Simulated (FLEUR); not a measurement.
# Collinear magnetic orders of DyClO with FLEUR

Does DyClO prefer parallel or opposed moments?

Main program and level: FLEUR MaX-R8.1; LDA (VWN) with U = 4.02 eV, J = 0.7 eV on Dy f; all-electron FLAPW, Dirac cores, scalar-relativistic bands.

### 1. The structure

It takes space group P4/nmm (No. 129, tetragonal). Conventional cell: a = 3.910 Å, b = 3.910 Å, c = 6.724 Å, α = 90.00°, β = 90.00°, γ = 90.00°. Dy has 4 O at 2.25 Å and 6 Cl at 3.09 to 3.62 Å and 4 Dy at 3.56 Å nearest. Nearest to Cl lie 6 Dy at 3.09 to 3.62 Å and 4 O at 3.18 Å. Nearest to O lie 4 Dy at 2.25 Å. Farther neighbours and most contacts between anions are not listed.

Structure file:

```xyz
6
Lattice="3.9102 0.0000 0.0000 0.0000 3.9102 0.0000 0.0000 0.0000 6.7236" Properties=species:S:1:pos:R:3 pbc="T T T"
Dy    0.0000    1.9551    1.1219
Dy    1.9551    0.0000    5.6017
Cl    0.0000    1.9551    4.2209
Cl    1.9551    0.0000    2.5028
O     0.0000    0.0000    0.0000
O     1.9551    1.9551    0.0000
```

The cell comes from a database of computed structures and need not be the stable phase.

### 2. Start 1: ferro ++

The parallel start comes first: it shows whether parallel moments hold. The U counters the self-interaction that shrinks the moments of a localised shell.

The file n_mmp_mat seeds the f occupations with whole cubic orbitals by Hund's first rule, so that the U acts from the first pass. inpgen writes inp.xml from crystal.txt; cutoffs, mixing, functional, smearing and local orbitals are then set in the file. The k list default-1 (kpts.xml, not shown) is a Γ-centred 6×6×6 mesh; where the ranks do not divide the number of points, some are split in two of half the weight.

inp.xml

```
<?xml version="1.0" encoding="UTF-8" standalone="no"?>
<fleurInput fleurInputVersion="0.39">
   <comment>
      DyClO
   </comment>
   <calculationSetup>
      <cutoffs Kmax="4.0" Gmax="12.0" GmaxXC="12.0" numbands="0"/>
      <scfLoop itmax="130" minDistance="0.0001" maxIterBroyd="15" imix="Anderson" alpha="0.05" precondParam="0.0" spinf="2.0" sdNocoIR="T"/>
      <coreElectrons ctail="T" frcor="F" kcrel="0" coretail_lmax="0"/>
      <xcFunctional name="vwn" relativisticCorrections="F"/>
      <magnetism jspins="2"/>
      <soc l_soc="F" theta="0.0" phi="0.0" spav="F"/>
      <expertModes spex="0" secvar="F"/>
      <geometryOptimization l_f="F" forcealpha="1.0" forcemix="BFGS" epsdisp="0.00001" epsforce="0.00001"/>
      <ldaU l_linMix="F" mixParam="0.05" spinf="1.0"/>
   </calculationSetup>
   <cell>
      <bzIntegration valenceElectrons="66.0" mode="hist" fermiSmearingEnergy="0.00110248">
         <kPointListSelection listName="default-1"/>
         <xi:include xmlns:xi="http://www.w3.org/2001/XInclude" href="kpts.xml"> </xi:include>
      </bzIntegration>
      <xi:include xmlns:xi="http://www.w3.org/2001/XInclude" href="sym.xml"> </xi:include>
      <bulkLattice scale="1.0">
         <bravaisMatrix>
            <row-1>    7.3891863054235492     0.0000000000000000     0.0000000000000000</row-1>
            <row-2>    0.0000000000000000     7.3891863054235492     0.0000000000000000</row-2>
            <row-3>    0.0000000000000000     0.0000000000000000    12.7058457193100427</row-3>
         </bravaisMatrix>
      </bulkLattice>
   </cell>
   <atomSpecies>
      <species name="Dysprosium5.001" element="Dy" atomicNumber="66">
         <mtSphere radius="2.65" gridPoints="877" logIncrement="0.015"/>
         <atomicCutoffs lmax="10" lnonsphr="8"/>
         <electronConfig flipSpins="F">
            <coreConfig>(1s1/2) (2s1/2) (2p1/2) (2p3/2) (3s1/2) (3p1/2) (3p3/2) (4s1/2) (3d3/2) (3d5/2) (4p1/2) (4p3/2) (4d3/2) (4d5/2)</coreConfig>
            <valenceConfig>(5s1/2) (5p1/2) (5p3/2) (6s1/2) (4f5/2) (4f7/2)</valenceConfig>
            <stateOccupation state="(4f5/2)" spinUp="3.0" spinDown="1.2857142857143"/>
            <stateOccupation state="(4f7/2)" spinUp="4.0" spinDown="1.7142857142857"/>
         </electronConfig>
         <energyParameters s="6" p="6" d="5" f="4"/>
         <ldaU l="3" U="4.02" J="0.7" l_amf="F"/>
         <lo type="SCLO" l="0" n="5" eDeriv="0"/>
         <lo type="SCLO" l="1" n="5" eDeriv="0"/>
      </species>
      <species name="Chlorine (Cl)" element="Cl" atomicNumber="17">
         <mtSphere radius="2.8" gridPoints="925" logIncrement="0.013"/>
         <atomicCutoffs lmax="10" lnonsphr="8"/>
         <electronConfig flipSpins="F">
            <coreConfig>(1s1/2) (2s1/2) (2p1/2) (2p3/2)</coreConfig>
            <valenceConfig>(3s1/2) (3p1/2) (3p3/2)</valenceConfig>
            <stateOccupation state="(3p1/2)" spinUp="0.833333" spinDown="0.833333"/>
            <stateOccupation state="(3p3/2)" spinUp="1.666667" spinDown="1.666667"/>
         </electronConfig>
         <energyParameters s="3" p="3" d="3" f="4"/>
      </species>
      <species name="Oxygen (O)" element="O" atomicNumber="8">
         <mtSphere radius="1.5" gridPoints="497" logIncrement="0.021"/>
         <atomicCutoffs lmax="6" lnonsphr="4"/>
         <electronConfig flipSpins="F">
            <coreConfig>(1s1/2)</coreConfig>
            <valenceConfig>(2s1/2) (2p1/2) (2p3/2)</valenceConfig>
            <stateOccupation state="(2p1/2)" spinUp="0.666667" spinDown="0.666667"/>
            <stateOccupation state="(2p3/2)" spinUp="1.333333" spinDown="1.333333"/>
         </electronConfig>
         <energyParameters s="2" p="2" d="3" f="4"/>
      </species>
   </atomSpecies>
   <atomGroups>
      <atomGroup species="Dysprosium5.001">
         <relPos label="                   1">-1.000/4.000 1.000/4.000 .1668660000</relPos>
         <relPos label="                   2">1.000/4.000 -1.000/4.000 -.1668660000</relPos>
         <force calculate="T" relaxXYZ="TTT"/>
      </atomGroup>
      <atomGroup species="Chlorine (Cl)">
         <relPos label="                   3">-1.000/4.000 1.000/4.000 -.3722340000</relPos>
         <relPos label="                   4">1.000/4.000 -1.000/4.000 .3722340000</relPos>
         <force calculate="T" relaxXYZ="TTT"/>
      </atomGroup>
      <atomGroup species="Oxygen (O)">
         <relPos label="                   5">-1.000/4.000 -1.000/4.000 .0000000000</relPos>
         <relPos label="                   6">1.000/4.000 1.000/4.000 .0000000000</relPos>
         <force calculate="T" relaxXYZ="TTT"/>
      </atomGroup>
   </atomGroups>
   <output dos="F" band="F" slice="F">
      <bandDOS minEnergy="-.5*Htr" maxEnergy="0.5*Htr" sigma="0.015" storeEVData="T"/>
      <plotting iplot="0" polar="F">
         <plot TwoD="T" vec1="  1.0  0.0  0.0" vec2="  0.0  1.0  0.0" vec3="  0.0  0.0  1.0" zero="  0.0  0.0  0.0" file="plot"/>
      </plotting>
      <moessbauerParams electricFieldGradient="F" isomerShift="F" coreHyperfine="F" valenceHyperfine="F"/>
   </output>
</fleurInput>
```

crystal.txt

```
DyClO
&input film=F cartesian=F /
3.91018900000  0.00000000000  0.00000000000
0.00000000000  3.91018900000  0.00000000000
0.00000000000  0.00000000000  6.72364400000
1.8897261246
1.0 1.0 1.0

6
66 0.00000000000  0.50000000000  0.16686600000 : 5.001
66 0.50000000000  0.00000000000  0.83313400000 : 5.001
17 0.00000000000  0.50000000000  0.62776600000
17 0.50000000000  0.00000000000  0.37223400000
8 0.00000000000  0.00000000000  0.00000000000
8 0.50000000000  0.50000000000  0.00000000000

&kpt div1=6 div2=6 div3=6 gamma=T /
```

The run is started by

```
OMP_NUM_THREADS=1 inpgen -f crystal.txt > inpgen.log  # inp.xml is then edited as shown
OMP_NUM_THREADS=1 mpirun -n 4 fleur_MPI > fleur.log
```

Output:

```text
Welcome to FLEUR        (www.flapw.de)
      MaX-Release 8.1          (www.max-centre.eu)

 ========== k-point set info ==========
 Selected k-point list: default-1
 k-point list type: mesh
 6 x 6 x 6
 Number of k points: 40

 ------------Calculation Setup---------------------------
 Number of MPI-tasks      :            4
 Number of PE/node        :            4
 Number of OMP-threads    :            1
 k-points in parallel     :            4
 pe's per k-point         :            1
 No of k-point loops      :           10
 Eigenvalue solver        :       lapack
 Number of basis functions:          804
 Approximate size of matrices (H+S) per k-point:         0.010 GB
 --------------------------------------------------------
 Iteration:     1   Distance:      45.85088971 me/bohr^3
 Iteration:     2   Distance:      39.95735553 me/bohr^3
 Iteration:     3   Distance:      35.50820830 me/bohr^3
 Iteration:     4   Distance:      27.83878690 me/bohr^3
 Iteration:     5   Distance:      24.62488508 me/bohr^3
 Iteration:     6   Distance:       4.47837894 me/bohr^3
 Iteration:     7   Distance:       3.49987023 me/bohr^3
 Iteration:     8   Distance:       1.56814769 me/bohr^3
 Iteration:     9   Distance:       1.33723408 me/bohr^3
 Iteration:    10   Distance:       0.84482906 me/bohr^3
 Iteration:    11   Distance:       0.48759362 me/bohr^3
 Iteration:    12   Distance:       0.48622790 me/bohr^3
 Iteration:    13   Distance:       0.20460460 me/bohr^3
 Iteration:    14   Distance:       0.15980620 me/bohr^3
 Iteration:    15   Distance:       0.06717493 me/bohr^3
 Iteration:    16   Distance:       0.06378014 me/bohr^3
 Iteration:    17   Distance:       0.04475439 me/bohr^3
 Iteration:    18   Distance:       0.00946170 me/bohr^3
 Iteration:    19   Distance:       0.00712067 me/bohr^3
 Iteration:    20   Distance:       0.00333220 me/bohr^3
 Iteration:    21   Distance:       0.00078557 me/bohr^3
 Iteration:    22   Distance:       0.00026699 me/bohr^3
 Iteration:    23   Distance:       0.00072229 me/bohr^3
 Iteration:    24   Distance:       0.00009729 me/bohr^3

 ********************************************************************
 Run finished successfully
 Stop message:
   all done
 ********************************************************************

--- out.xml (last complete iteration) ---
<iteration numberForCurrentRun="   24" overallNumber="   24">
         [... left out ...]
         <bandgap value="1.2216742355" units="eV"/>
         <sumValenceSingleParticleEnergies value="-8.0694866095" units="Htr"/>
         <FermiEnergy value="0.2575061586" units="Htr"/>
         <valenceDensity>
            <mtCharges spin="1">
               <mtCharge atomType="1" total="11.4339273" s="1.0655967" p="2.9824555" d="0.3626695" f="7.0040958"/>
               <mtCharge atomType="2" total="3.4616232" s="0.9595105" p="2.4675637" d="0.0265283" f="0.0056636"/>
               <mtCharge atomType="3" total="2.4346167" s="0.7417392" p="1.6893226" d="0.0029876" f="0.0004708"/>
            </mtCharges>
            <mtCharges spin="2">
               <mtCharge atomType="1" total="6.4725258" s="1.0601330" p="2.9670097" d="0.3328902" f="2.0936229"/>
               <mtCharge atomType="2" total="3.4584689" s="0.9593769" p="2.4647623" d="0.0264593" f="0.0056222"/>
               <mtCharge atomType="3" total="2.4210101" s="0.7426673" p="1.6750306" d="0.0028141" f="0.0004192"/>
            </mtCharges>
            <spinDependentCharge spin="1" total="38.0000000" interstitial="3.3396655" mtSpheres="34.6603345"/>
            <spinDependentCharge spin="2" total="28.0000000" interstitial="3.2959903" mtSpheres="24.7040097"/>
            <totalCharge value="66.0000000000"/>
         </valenceDensity>
         [... left out ...]
         <allElectronCharges>
            <spinDependentCharge spin="1" total="96.0000000" interstitial="3.3396774" mtSpheres="92.6603226"/>
            <spinDependentCharge spin="2" total="86.0000000" interstitial="3.2960042" mtSpheres="82.7039958"/>
            <totalCharge value="181.9999999776"/>
         </allElectronCharges>
         <magneticMomentsInMTSpheres units="muBohr">
            <globalMagMoment atomType="1" vec="0.00000   0.00000   4.96140"/>
            <localMagMoment atomType="1" vec="0.00000   0.00000   4.96140"/>
            <globalMagMoment atomType="2" vec="0.00000   0.00000   0.00315"/>
            <localMagMoment atomType="2" vec="0.00000   0.00000   0.00315"/>
            <globalMagMoment atomType="3" vec="0.00000   0.00000   0.01361"/>
            <localMagMoment atomType="3" vec="0.00000   0.00000   0.01361"/>
         </magneticMomentsInMTSpheres>
         <moessbauerParams unitsHFF="kG" unitsIS="e/bohr^3" unitsEFG="Htr/bohr^2">
         </moessbauerParams>
         <totalEnergy value="   -25391.4927721376" units="Htr">
            <sumOfEigenvalues value="   -15528.3879659615">
               <coreElectrons value="-15520.3184793520"/>
               <valenceElectrons value="-8.0694866095"/>
            </sumOfEigenvalues>
            <densityCoulombPotentialIntegral value="-42502.0928101050"/>
            <densityEffectivePotentialIntegral value="-43275.6137389071"/>
            <chargeDenXCDenIntegral value="-583.2188241199"/>
            <FockExchangeEnergyValence value="0.0000000000"/>
            <FockExchangeEnergyCore value="0.0000000000"/>
            <atomTypeDependentContributions atomType="1">
               <electronNucleiInteractionDifferentMTs value="29946.4607742819"/>
               <MadelungTerm value="-68.7364136646"/>
            </atomTypeDependentContributions>
            <atomTypeDependentContributions atomType="2">
               <electronNucleiInteractionDifferentMTs value="1100.6047130914"/>
               <MadelungTerm value="-7.4927774002"/>
            </atomTypeDependentContributions>
            <atomTypeDependentContributions atomType="3">
               <electronNucleiInteractionDifferentMTs value="174.0830709324"/>
               <MadelungTerm value="-8.1512215493"/>
            </atomTypeDependentContributions>
            <dftUCorrection value="-1.0756550090"/>
            <tkbTimesEntropy value="0.0000000000"/>
            <freeEnergy value="-25391.4927721376"/>
            <extrapolationTo0K value="-25391.4927721376"/>
         </totalEnergy>
         <ldaUDensityMatrix>
            <densityMatrixFor spin="1" atomType="1" uIndex="1" l="3" U="4.02000000" J="0.70000000">
               (+1.00145,+0.00000) (+0.00000,+0.00000) (+0.00000,+0.00000) (+0.00000,+0.00000) (+0.00068,+0.00000) (+0.00000,+0.00000) (+0.00000,+0.00000)
               (+0.00000,+0.00000) (+1.00229,+0.00000) (+0.00000,+0.00000) (+0.00000,+0.00000) (+0.00000,+0.00000) (+0.00373,+0.00000) (+0.00000,+0.00000)
               (+0.00000,+0.00000) (+0.00000,+0.00000) (+0.99788,+0.00000) (+0.00000,+0.00000) (+0.00000,+0.00000) (+0.00000,+0.00000) (+0.00068,+0.00000)
               (+0.00000,+0.00000) (+0.00000,+0.00000) (+0.00000,+0.00000) (+1.00086,+0.00000) (+0.00000,+0.00000) (+0.00000,+0.00000) (+0.00000,+0.00000)
               (+0.00068,+0.00000) (+0.00000,+0.00000) (+0.00000,+0.00000) (+0.00000,+0.00000) (+0.99788,+0.00000) (+0.00000,+0.00000) (+0.00000,+0.00000)
               (+0.00000,+0.00000) (+0.00373,+0.00000) (+0.00000,+0.00000) (+0.00000,+0.00000) (+0.00000,+0.00000) (+1.00229,+0.00000) (+0.00000,+0.00000)
               (+0.00000,+0.00000) (+0.00000,+0.00000) (+0.00068,+0.00000) (+0.00000,+0.00000) (+0.00000,+0.00000) (+0.00000,+0.00000) (+1.00145,+0.00000)
            </densityMatrixFor>
            <densityMatrixFor spin="2" atomType="1" uIndex="1" l="3" U="4.02000000" J="0.70000000">
               (+0.02468,+0.00000) (+0.00000,+0.00000) (+0.00000,+0.00000) (+0.00000,+0.00000) (+0.00204,+0.00000) (+0.00000,+0.00000) (+0.00000,+0.00000)
               (+0.00000,+0.00000) (+0.99762,+0.00000) (+0.00000,+0.00000) (+0.00000,+0.00000) (+0.00000,+0.00000) (+0.00264,+0.00000) (+0.00000,+0.00000)
               (+0.00000,+0.00000) (+0.00000,+0.00000) (+0.00960,+0.00000) (+0.00000,+0.00000) (+0.00000,+0.00000) (+0.00000,+0.00000) (+0.00204,+0.00000)
               (+0.00000,+0.00000) (+0.00000,+0.00000) (+0.00000,+0.00000) (+0.02982,+0.00000) (+0.00000,+0.00000) (+0.00000,+0.00000) (+0.00000,+0.00000)
               (+0.00204,+0.00000) (+0.00000,+0.00000) (+0.00000,+0.00000) (+0.00000,+0.00000) (+0.00960,+0.00000) (+0.00000,+0.00000) (+0.00000,+0.00000)
               (+0.00000,+0.00000) (+0.00264,+0.00000) (+0.00000,+0.00000) (+0.00000,+0.00000) (+0.00000,+0.00000) (+0.99762,+0.00000) (+0.00000,+0.00000)
               (+0.00000,+0.00000) (+0.00000,+0.00000) (+0.00204,+0.00000) (+0.00000,+0.00000) (+0.00000,+0.00000) (+0.00000,+0.00000) (+0.02468,+0.00000)
            </densityMatrixFor>
         </ldaUDensityMatrix>
         <ldaUDensityMatrixConvergence>
            <distance spin="1" distance="0.000000"/>
            <distance spin="2" distance="0.000002"/>
         </ldaUDensityMatrixConvergence>
         <densityConvergence units="me/bohr^3">
            <chargeDensity spin="1" distance="0.0000451329"/>
            <chargeDensity spin="2" distance="0.0000812037"/>
            <overallChargeDensity distance="0.0000882939"/>
            <spinDensity distance="0.0000972945"/>
         </densityConvergence>
      </iteration>
```

The job ended after 75 s (4 MPI ranks of Intel Xeon 6975P-C (Granite Rapids), shared host; peak memory 0.44 GiB; 5 min of CPU time).

Spin moment in the muffin-tin sphere by atom:

```
atom  spin moment in the muffin-tin sphere (μB)
 Dy1                                       4.96
 Dy2                                       4.96
 Cl3                                       0.00
 Cl4                                       0.00
  O5                                       0.01
  O6                                       0.01
```

Read from the output:

```yaml
free_energy: -690937.7172 eV
program_s_band_gap_on_this_mesh_in_a_metal_only_a_level_spacing: 1.222 eV
magnetization: 10 μB
final_state: ferromagnetic
```

After 24 cycles the largest moment stands at 4.96 μB.

[end of part 1 of 2]

[Logs and program files are shortened in this print: banners, set-up blocks, solver, clock and traceback lines can be left out without a mark of their own.]

[Logs are printed without paths, hosts, clocks, repeated set-up lines and the standing remarks that a program may print on its own settings, such as how far it seeks lower states.]

[Hosts, paths, dates, database ids (printed as entryN), source tags and the programs' standing remarks are cut or masked in the printed files.]

[Where a cell is said to come from a database of computed structures, the database is the Materials Project.]
